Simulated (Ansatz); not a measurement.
**TePtS monolayer, Janus: modes against biaxial strain in the plane of the sheet**

Aim: how do the optical modes of TePtS monolayer, Janus shift and split under this strain?

Method: DFT PBE, scalar-relativistic, plane waves, PAW; PAW set soft_1, in Ansatz 0.2.0.

Report form: the programs' logs are mostly left out.

## 1. Set-up

The cell holds 3 atoms: 1 Pt, 1 S and 1 Te. Cell: a = 3.650 Å, b = 3.650 Å, c = 30.000 Å, α = 90.0°, β = 90.0°, γ = 120.0°. Vacuum lies along c. The height across the vacuum is the one that the program set for its solve, not the one typed.

## 2. A rough relaxation first

The start is far from rest, so a relaxation with loose tolerances brings it close first. The program lengthens the typed cell of 20.0 Å along the normal to 30.0 Å, as its cut-off of the electrostatics needs, and moves no atom.

input.yaml reads:

```yaml
crystal:
  lattice:
    - [3.65, 0.0, 0.0]
    - [-1.825, 3.16099, 0.0]
    - [0.0, 0.0, 20.0]
  atoms:
    - { symbol: Pt, position: [0.0, 0.0, 0.5] }
    - { symbol: S, position: [0.333333, 0.666667, 0.575] }
    - { symbol: Te, position: [0.666667, 0.333333, 0.42] }
  periodic: [true, true, false]
kpoints:
  mp_grid: { grid: [6, 6, 1] }
hamiltonian:
  xc: pbe
  pseudopotentials: { kind: paw, azcp: { folder: soft_1 } }
scf:
  occupations: { method: gaussian, width: 0.1 }
output:
  forces: true
  stress: true
  eigenvalues: true
relax:
  adjacent_minimum: "off"
  f_tol: 0.05
  max_steps: 80
  cell: { stress_2d_tol: 0.02 }
```

The run is started by

```bash
> ansatz run input.yaml --threads 4 --pin off --max-ram 16384MiB --backend cpu --events-out ev --progress --plain --runs-dir out
```

Run time: 14 s. Hardware: 4 threads of Arm Neoverse V1, shared host; peak memory 0.64 GiB; 51 s of CPU time.

Relaxation path:

```tsv
step	energy less that of the first step (eV)	largest force component (eV/Å)	volume (Å³)
1	0.0000	1.9566	346.13
2	-0.3028	0.0915	350.52
3	-0.3834	0.1615	369.61
4	-0.3920	0.0100	377.66
5	-0.3920	0.0006	377.91
6*	-0.3936	0.0014	377.91
```

Relaxation steps marked * repeat the geometry before them on a plane-wave basis chosen anew for their cell, so energy and pressure can jump there.

The run keeps the 6 symmetry operations that it works with, so distortions that break them were not tested.

```tsv
cell as run	before	after	change
a (Å)	3.650	3.814	+4.5 %
b (Å)	3.650	3.814	+4.5 %
```

The atoms that moved most (Å, along periodic axes as changes of fractional coordinates times the final cell, across vacuum about the mean position):

```tsv
atom	dx	dy	dz	length
S2	0.000	0.000	-0.266	0.266
Te3	0.000	0.000	0.218	0.218
Pt1	0.000	0.000	0.049	0.049
```

Final coordinates:

```xyz
3
Lattice="3.8139 0.0000 0.0000 -1.9070 3.3029 0.0000 0.0000 0.0000 30.0000" Properties=species:S:1:pos:R:3
Pt    0.0000    0.0000   10.0486
S     0.0000    2.2020   11.2339
Te    1.9070    1.1010    8.6175
```

A gap read on the k-mesh alone can miss the band edges.

Numbers from this step:

```yaml
gap_on_the_k_mesh: 0.9273 eV
area_per_atom: 4.199 Å²
```

The relaxation ends with a largest force component of 0.0014 eV/Å.

## 3. Relaxation

Harmonic phonons are second derivatives at a point where the forces vanish, and they are wanted at zero stress, so atoms and cell are relaxed first.

input.yaml, the sections that differ from step 2:

```yaml
crystal:
  lattice:
    - [3.8139147717, 0.0, 0.0]
    - [-1.9069573858, 3.3029470801, 0.0]
    - [0.0, 0.0, 30.0]
  atoms:
    - { symbol: Pt, position: [0.0, 0.0, 0.3349525789] }
    - { symbol: S, position: [0.3333333333, 0.6666666667, 0.374463756] }
    - { symbol: Te, position: [0.6666666667, 0.3333333333, 0.2872503317] }
  periodic: [true, true, false]
kpoints:
  mp_grid: { grid: [9, 9, 1] }
scf:
  occupations: { method: gaussian, width: 0.02 }
relax:
  adjacent_minimum: "off"
  f_tol: 0.005
  max_steps: 80
  cell: { stress_2d_tol: 0.02 }
# hamiltonian, output: as in step 2
```

Run time: 20 s. Hardware: 4 threads; peak memory 0.69 GiB.

Little changed from the start: no atom moved by 0.005 Å and no cell edge by 0.1 %.

Numbers from this step:

```
gap on the k-mesh : 0.8922 eV
area per atom     : 4.192 Å²
```

## 4. Tight relaxation

Phonons need small forces and stress, so the relaxation is finished with tight tolerances on 9×9×1 k points.

input.yaml reads:

```yaml
crystal:
  lattice:
    - [3.8108379686, 0.0, 0.0]
    - [-1.9054189843, 3.3002824905, 0.0]
    - [0.0, 0.0, 30.0]
  atoms:
    - { symbol: Pt, position: [0.0, 0.0, 0.3349754497] }
    - { symbol: S, position: [0.3333333333, 0.6666666667, 0.3745540472] }
    - { symbol: Te, position: [0.6666666667, 0.3333333333, 0.2871371697] }
  periodic: [true, true, false]
kpoints:
  mp_grid: { grid: [9, 9, 1] }
hamiltonian:
  xc: pbe
  pseudopotentials: { kind: paw, azcp: { folder: soft_1 } }
scf:
  occupations: { method: fixed }
output:
  forces: true
  stress: true
  eigenvalues: true
  write_density: true
  write_potential: true
  elf: true
  volumetric_format: npy
relax:
  adjacent_minimum: "off"
  f_tol: 0.001
  max_steps: 60
  cell: { stress_2d_tol: 0.002 }
```

The job ended after 14 s (4 threads; peak memory 0.69 GiB).

Little changed from the start: no atom moved by 0.005 Å and no cell edge by 0.1 %.

Numbers from this step:

```yaml
gap_on_the_k_mesh: 0.8926 eV
```

Valence density in the ac plane at fractional y = 0.333, with atoms of Te within 0.2 Å of it. It is the smooth field of the valence electrons, not physical close to the nuclei.

Ten steps, logarithmic in the rise over the least value, from '0' (0.00 × 1e0 e/Å³) to '9' (6.48 × 1e0 e/Å³), each cell a mean:
```
00000000000000
00000000000000
00000000000000
00000000000000
00000000000000
00000000000000
00000000000000
00000000000000
00000000000000
00000000000000
00000000000000
00000000000000
00000000000000
00000000000000
23332210000011
34444322111223
33333446899754
21112347999853
00000011111110
00000000000000
00000000000000
00000000000000
00000000000000
00000000000000
```
Columns run along a (3.8 Å), rows up along c (30.0 Å). Atoms in or near the plane, at fractional coordinates: Te at (0.67, 0.29).

ELF in the ac plane at fractional y = 0.333, with atoms of Te within 0.2 Å of it. It is the smooth field of the valence electrons, not physical close to the nuclei.

Ten even steps from '_' (0.00) to '@' (0.74), each cell a mean:
```
____________________________
____________________________
____________________________
____________________________
____________________________
____________________________
____________________________
____________________________
____________________________
____________________________
____________________________
____________________________
____________________________
..::::::....________________
**##%%%%**==::__________..--
==++++++==--::..........::--
++==----==****==--::--==++**
**--..::++%%%%**======++##%%
::______..==##@@@@@@@@@@%%++
______________..........____
____________________________
____________________________
____________________________
____________________________
```
Columns run along a (3.8 Å), rows up along c (30.0 Å). Atoms in or near the plane, at fractional coordinates: Te at (0.67, 0.29).

Electrostatic potential energy in the ac plane at fractional y = 0.333, with atoms of Te within 0.2 Å of it. With pseudopotentials it is smooth inside the atoms' cores, unlike the true potential.

Ten even steps from '_' (-12 eV) to '@' (1 eV), each cell a mean:
```
%%%%%%%%%%%%%%%%%%%%%%%%%%%%
%%%%%%%%%%%%%%%%%%%%%%%%%%%%
%%%%%%%%%%%%%%%%%%%%%%%%%%%%
%%%%%%%%%%%%%%%%%%%%%%%%%%%%
@@@@@@@@@@@@@@@@@@@@@@@@@@@@
@@@@@@@@@@@@@@@@@@@@@@@@@@@@
@@@@@@@@@@@@@@@@@@@@@@@@@@@@
@@@@@@@@@@@@@@@@@@@@@@@@@@@@
@@@@@@@@@@@@@@@@@@@@@@@@@@@@
@@@@@@@@@@@@@@@@@@@@@@@@@@@@
@@@@@@@@@@@@@@@@@@@@@@@@@@@@
@@@@@@@@@@@@@@@@@@@@@@@@@@@@
@@@@@@@@@@@@@@@@@@@@@@@@@@@@
@@@@@@@@@@@@@@@@@@@@@@@@@@@@
####****##%%%%@@@@@@@@@@%%%%
==::..::==++##############**
--========::____..::::____..
++**####**--..__..::::____..
%%%%%%%%%%%%%%############%%
%%%%%%%%%%%%%%%%%%%%%%%%%%%%
%%%%%%%%%%%%%%%%%%%%%%%%%%%%
%%%%%%%%%%%%%%%%%%%%%%%%%%%%
%%%%%%%%%%%%%%%%%%%%%%%%%%%%
%%%%%%%%%%%%%%%%%%%%%%%%%%%%
```
Columns run along a (3.8 Å; values clipped at the 3rd and 97th percentile), rows up along c (30.0 Å). Atoms in or near the plane, at fractional coordinates: Te at (0.67, 0.29).

The largest force component left is 0.87 meV/Å, within the tolerances set.

## 5. Zone-centre response at rest

The force constants come from the linear response of the density to a displacement.

The modes at rest are the reference of the series.

input.yaml, the sections that differ from step 4:

```yaml
crystal:
  lattice:
    - [3.8106982977, 0.0, 0.0]
    - [-1.9053491489, 3.300161532, 0.0]
    - [0.0, 0.0, 30.0]
  atoms:
    - { symbol: Pt, position: [0.0, 0.0, 0.3349733151] }
    - { symbol: S, position: [0.3333333333, 0.6666666667, 0.3745583487] }
    - { symbol: Te, position: [0.6666666667, 0.3333333333, 0.2871350028] }
  periodic: [true, true, false]
output:
  eigenvalues: true
phonons:
  method: dfpt
# kpoints, hamiltonian, scf: as in step 4
# relax: removed
```

Wall time 58 s (4 threads); peak memory 1.3 GiB.

Numbers from this step:

| Item | Value |
| --- | --- |
| sum-rule residual before enforcement | 7.58e-5 eV/Å² |
| point group | 3m |
| highest optical mode at the zone centre (no LO-TO term) | 285.3 cm⁻¹ |
| lowest optical zone-centre mode | 167.2 cm⁻¹ |

Without the LO-TO term. Patterns of degenerate modes are one choice out of their space. Modes at Γ, with each element's share of the kinetic energy:

```tsv
mode	frequency (cm⁻¹)	symmetry	Pt %	S %	Te %
1	0.0	acoustic	55	9	36
2	0.0	acoustic	55	9	36
3	0.0	acoustic	55	9	36
4	167.2	E	27	9	64
5	167.2	E	27	9	64
6	177.9	A1	32	4	64
7	240.8	E	18	81	1
8	240.8	E	18	81	1
9	285.3	A1	13	87	0
```

Displacements in mode 5 (167.2 cm⁻¹), the largest set to 1:
```
Pt1 -0.53 -0.07  0.00
S2  -0.77 -0.11  0.00
Te3  1.00  0.14  0.00
```

Displacements in mode 9 (285.3 cm⁻¹), the largest set to 1:
```
Pt1  0.00  0.00 -0.15
S2   0.00  0.00  1.00
Te3  0.00  0.00 -0.01
```

Before it was imposed, the acoustic sum rule was missed by 7.6e-5 eV/Å². Small misses are needed for a sound result but don't prove that mesh and cutoff are converged. The lowest optical mode is real, 167 cm⁻¹.

## 6. A member of the series: biaxial strain of +5 % in the plane of the sheet

The cell takes a biaxial strain of +5 % in the plane of the sheet. The cell is held, and the atoms relax in it.

input.yaml reads:

```yaml
crystal:
  lattice:
    - [4.0012332126, 0.0, 0.0]
    - [-2.0006166063, 3.4651696085, 0.0]
    - [0.0, 0.0, 30.0]
  atoms:
    - { symbol: Pt, position: [0.0, 0.0, 0.3345624674] }
    - { symbol: S, position: [0.3333333333, 0.6666666667, 0.3719517552] }
    - { symbol: Te, position: [0.6666666667, 0.3333333333, 0.2901524439] }
  periodic: [true, true, false]
kpoints:
  mp_grid: { grid: [9, 9, 1] }
hamiltonian:
  xc: pbe
  pseudopotentials: { kind: paw, azcp: { folder: soft_1 } }
scf:
  occupations: { method: gaussian, width: 0.02 }
output:
  forces: true
  stress: true
  eigenvalues: true
relax:
  adjacent_minimum: "off"
  f_tol: 0.001
  max_steps: 60
```

Wall time 18 s (4 threads); peak memory 0.71 GiB.

Step by step:

```tsv
step	energy less that of the first step (eV)	largest force component (eV/Å)
1	0.0000	0.2360
2	0.0188	0.6308
3	-0.0042	0.0149
4	-0.0042	0.0034
5	-0.0042	0.0001
```

Relaxation step 2 was tried and not accepted.

Forces are held to the 6 operations that the run works with; a distortion that breaks them can't arise in this run.

The atoms that moved most (Å):

```tsv
atom	dx	dy	dz	length
Te3	0.000	0.000	0.022	0.022
S2	0.000	0.000	-0.019	0.019
```

Final coordinates:

```xyz
3
Lattice="4.0012 0.0000 0.0000 -2.0006 3.4652 0.0000 0.0000 0.0000 30.0000" Properties=species:S:1:pos:R:3
Pt    0.0000    0.0000   10.0342
S     0.0000    2.3101   11.1391
Te    2.0006    1.1551    8.7266
```

This step gave:

| Property | Result |
| --- | --- |
| gap on the k-mesh | 0.9067 eV |
| area per atom | 4.622 Å² |

The largest force component left is 0.083 meV/Å.

## 7. Modes of this member: biaxial strain of +5 % in the plane of the sheet

The zone-centre modes follow for biaxial strain of +5 % in the plane of the sheet.

input.yaml, the sections that differ from step 6:

```yaml
crystal:
  lattice:
    - [4.0012332126, 0.0, 0.0]
    - [-2.0006166063, 3.4651696085, 0.0]
    - [0.0, 0.0, 30.0]
  atoms:
    - { symbol: Pt, position: [0.0, 0.0, 0.3344740541] }
    - { symbol: S, position: [0.3333333333, 0.6666666667, 0.3713049395] }
    - { symbol: Te, position: [0.6666666667, 0.3333333333, 0.2908876728] }
  periodic: [true, true, false]
scf:
  occupations: { method: fixed }
output:
  eigenvalues: true
phonons:
  method: dfpt
# kpoints, hamiltonian: as in step 6
# relax: removed
```

The job ended after 66 s (4 threads; peak memory 1.3 GiB).

This step gave:

| Property | Result |
| --- | --- |
| sum-rule residual before enforcement | 3.07e-5 eV/Å² |
| highest optical mode at the zone centre (no LO-TO term) | 260.2 cm⁻¹ |
| lowest optical zone-centre mode | 159.2 cm⁻¹ |

Without the LO-TO term. Patterns of degenerate modes are one choice out of their space. Modes at Γ, with each element's share of the kinetic energy:

```tsv
mode	frequency (cm⁻¹)	symmetry	Pt %	S %	Te %
1	0.0	acoustic	55	9	36
2	0.0	acoustic	55	9	36
3	0.0	acoustic	55	9	36
4	159.2	E	32	4	64
5	159.2	E	32	4	64
6	172.2	A1	31	5	64
7	201.9	E	13	87	0
8	201.9	E	13	87	0
9	260.2	A1	14	86	0
```

The lowest optical mode is real, 159 cm⁻¹, and the highest lies at 260.2 cm⁻¹.

Between step 5 and this run (strain 5 %) the value for the highest optical mode at the zone centre (no LO-TO term) moves from 285 cm⁻¹ to 260 cm⁻¹ (-9 %).

## 8. A member of the series: biaxial strain of -3 % in the plane of the sheet

The cell takes a biaxial strain of -3 % in the plane of the sheet. The cell is held, and the atoms relax in it.

input.yaml reads:

```yaml
crystal:
  lattice:
    - [3.6963773488, 0.0, 0.0]
    - [-1.8481886744, 3.2011566861, 0.0]
    - [0.0, 0.0, 30.0]
  atoms:
    - { symbol: Pt, position: [0.0, 0.0, 0.335226562] }
    - { symbol: S, position: [0.3333333333, 0.6666666667, 0.3759096387] }
    - { symbol: Te, position: [0.6666666667, 0.3333333333, 0.2855304659] }
  periodic: [true, true, false]
kpoints:
  mp_grid: { grid: [9, 9, 1] }
hamiltonian:
  xc: pbe
  pseudopotentials: { kind: paw, azcp: { folder: soft_1 } }
scf:
  occupations: { method: gaussian, width: 0.02 }
output:
  forces: true
  stress: true
  eigenvalues: true
relax:
  adjacent_minimum: "off"
  f_tol: 0.001
  max_steps: 60
```

Wall time 19 s (4 threads); peak memory 0.66 GiB.

Step by step:

```tsv
step	energy less that of the first step (eV)	largest force component (eV/Å)
1	0.0000	0.3180
2	0.0045	0.4172
3	-0.0064	0.0117
4	-0.0064	0.0089
5	-0.0064	0.0001
6	-0.0064	0.0001
```

Relaxation step 2 was tried and not accepted.

Forces are held to the 6 operations that the run works with; a distortion that breaks them can't arise in this run.

The atoms that moved most (Å):

```tsv
atom	dx	dy	dz	length
Te3	0.000	0.000	-0.025	0.025
S2	0.000	0.000	0.021	0.021
```

The relaxed structure:

```xyz
3
Lattice="3.6964 0.0000 0.0000 -1.8482 3.2012 0.0000 0.0000 0.0000 30.0000" Properties=species:S:1:pos:R:3
Pt    0.0000    0.0000   10.0610
S     0.0000    2.1341   11.2982
Te    1.8482    1.0671    8.5408
```

This step gave:

```yaml
gap_on_the_k_mesh: 0.6832 eV
area_per_atom: 3.944 Å²
```

The largest force component left is 0.058 meV/Å.

## 9. Modes of this member: biaxial strain of -3 % in the plane of the sheet

The zone-centre modes follow for biaxial strain of -3 % in the plane of the sheet.

input.yaml, the sections that differ from step 8:

```yaml
crystal:
  lattice:
    - [3.6963773488, 0.0, 0.0]
    - [-1.8481886744, 3.2011566861, 0.0]
    - [0.0, 0.0, 30.0]
  atoms:
    - { symbol: Pt, position: [0.0, 0.0, 0.335367119] }
    - { symbol: S, position: [0.3333333333, 0.6666666667, 0.3766069321] }
    - { symbol: Te, position: [0.6666666667, 0.3333333333, 0.2846926155] }
  periodic: [true, true, false]
scf:
  occupations: { method: fixed }
output:
  eigenvalues: true
phonons:
  method: dfpt
# kpoints, hamiltonian: as in step 8
# relax: removed
```

The job ended after 54 s (4 threads; peak memory 1.2 GiB).

Numbers from this step:

```yaml
sum_rule_residual_before_enforcement: 7.28e-5 eV/Å²
highest_optical_mode_at_the_zone_centre_no_lo_to_term: 297.0 cm⁻¹
lowest_optical_zone_centre_mode: 166.8 cm⁻¹
```

Without the LO-TO term. Patterns of degenerate modes are one choice out of their space. Modes at Γ, with each element's share of the kinetic energy:

```tsv
mode	frequency (cm⁻¹)	symmetry	Pt %	S %	Te %
1	0.0	acoustic	55	9	36
2	0.0	acoustic	55	9	36
3	0.0	acoustic	55	9	36
4	166.8	E	26	11	63
5	166.8	E	26	11	63
6	176.3	A1	33	3	64
7	260.0	E	19	80	1
8	260.0	E	19	80	1
9	297.0	A1	12	88	0
```

The lowest optical mode is real, 167 cm⁻¹, and the highest lies at 297.0 cm⁻¹.

For the highest optical mode at the zone centre (no LO-TO term), step 5 gave 285 cm⁻¹; this run, with strain -3 %, gives 297 cm⁻¹ (+4 %).

## 10. The series together

The members are set side by side, also those not shown above.

Energies are extrapolated to zero smearing, and E0 is that at rest; the cell is clamped and the atoms are relaxed. State of the crystal along the series:

```tsv
strain (%)	E - E0 (meV/atom)	gap on mesh (eV)
-3	19.65	0.6832
-2	8.681	0.791
-1	2.151	0.8686
0	0	0.8926
1	2.115	0.9119
2	8.363	0.9288
3	18.59	0.9447
4	32.6	0.9546
5	50.21	0.9067
```

Optical modes are counted from below at rest and tracked from member to member by their patterns, and modes that stay within 0.3 cm⁻¹ of each other stand once; labels, where given, are those at rest; the cell is clamped and the atoms are relaxed. Optical modes along the series:

```tsv
strain (%)	optical mode 1 E (cm⁻¹)	optical mode 2 A1 (cm⁻¹)	optical mode 3 E (cm⁻¹)	optical mode 4 A1 (cm⁻¹)
-3	166.8	176.3	260	297
-2	167.4	177.3	254.1	293.3
-1	167.5	177.8	247.7	289.4
0	167.2	177.9	240.8	285.3
1	166.5	177.6	233.6	280.8
2	165.3	176.8	226	276.1
3	163.7	175.7	218.1	271
4	161.7	174.1	210.1	265.7
5	159.2	172.2	201.9	260.2
```

Value and slope at zero strain of a cubic (a lower polynomial where under five rows exist) through the rows within 2 % of rest. Slopes at rest:

```tsv
mode	frequency (cm⁻¹)	shift per percent of strain (cm⁻¹)
optical mode 1 E	167.2	-0.51
optical mode 2 A1	177.9	-0.1
optical mode 3 E	240.8	-7.06
optical mode 4 A1	285.3	-4.3
```

## 11. Summary of results

```json
{"members": "9", "highest optical mode at the zone centre (no LO-TO term), at rest": "285.3 cm⁻¹", "optical mode 1 E, shift per percent": "-0.51 cm⁻¹", "optical mode 2 A1, shift per percent": "-0.10 cm⁻¹", "optical mode 3 E, shift per percent": "-7.06 cm⁻¹", "optical mode 4 A1, shift per percent": "-4.30 cm⁻¹"}
```

What this shows: Within 2 % of rest optical mode 1 E and optical mode 2 A1 bend away from a straight line, so a single slope holds only near rest. The fastest shift in the table of slopes is -7.1 cm⁻¹ for each percent (optical mode 3 E). These are harmonic frequencies at zero temperature: anharmonic shifts, linewidths and thermal expansion are left out. Spin-orbit coupling is left out, which can matter for the heavy elements here. The starting cell was built on a prototype and not taken from a measurement. Only the zone centre was solved, so an instability at another wavevector cannot show here. In a sheet the LO-TO splitting vanishes at the zone centre, so no such term is missing here.

[Logs are printed without paths, hosts, clocks, repeated set-up lines and the standing remarks that a program may print on its own settings, such as how far it seeks lower states.]

[Hosts, paths, dates, database ids (printed as entryN), source tags and the programs' standing remarks are cut or masked in the printed files.]
